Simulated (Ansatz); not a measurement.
The compound is Cs2CrF6 (started from the K2PtCl6 type) (Fm-3m).

The structure was built from a prototype and need not be the compound's stable phase.

```xyz
9
Lattice="4.3002 0.0000 4.3002 4.3002 4.3002 0.0000 0.0000 4.3002 4.3002" Properties=species:S:1:pos:R:3 pbc="T T T"
Cs    2.1501    2.1501    2.1501
Cs    6.4504    6.4504    6.4504
Cr    0.0000    0.0000    0.0000
F     1.8073    4.3002    4.3002
F     6.7932    4.3002    4.3002
F     4.3002    4.3002    1.8073
F     4.3002    4.3002    6.7932
F     4.3002    1.8073    4.3002
F     4.3002    6.7932    4.3002
```

The structure was relaxed with LDA. The structure type comes from a generator and need not be one that this composition takes. The structure was generated from a model, not taken from a measurement. The runs that relaxed it are not among those shown. The program's search for lower electronic states was switched off, so nothing shows that the state found is the lowest. Spin-orbit coupling is left out unless a run names it. PAW set soft_2, made with PBE.

A constrained-RPA run (Ansatz 0.2.0; non-magnetic LDA; Cr d, bands v1 to c4, 4×4×4 mesh, medium accuracy) builds 5 functions on bands 2.8 eV wide, with 2.0 electrons in the window. The bare on-site interaction is 17.8 eV and the bare J 0.57 eV.

**Question.** Estimate U, U′ and J.

On the Cr d shell, U = 5.81 eV (33 % of the bare value), U′ = 4.87 eV, J = 0.44 eV.

The parent state is non-magnetic and the interaction static (zero frequency); U depends on the window and the orbitals, so it belongs to this model alone.

[Paths, hosts, dates, memory and timing lines, banners, echoed tables and standing remarks are left out of the program output.]

[Logs are printed without paths, hosts, clocks, repeated set-up lines and the standing remarks that a program may print on its own settings, such as how far it seeks lower states.]

[Runs of the session that timed out or met a known fault of the program may be left out.]

[Hosts, paths, dates, database ids (printed as entryN), source tags and the programs' standing remarks are cut or masked in the printed files.]
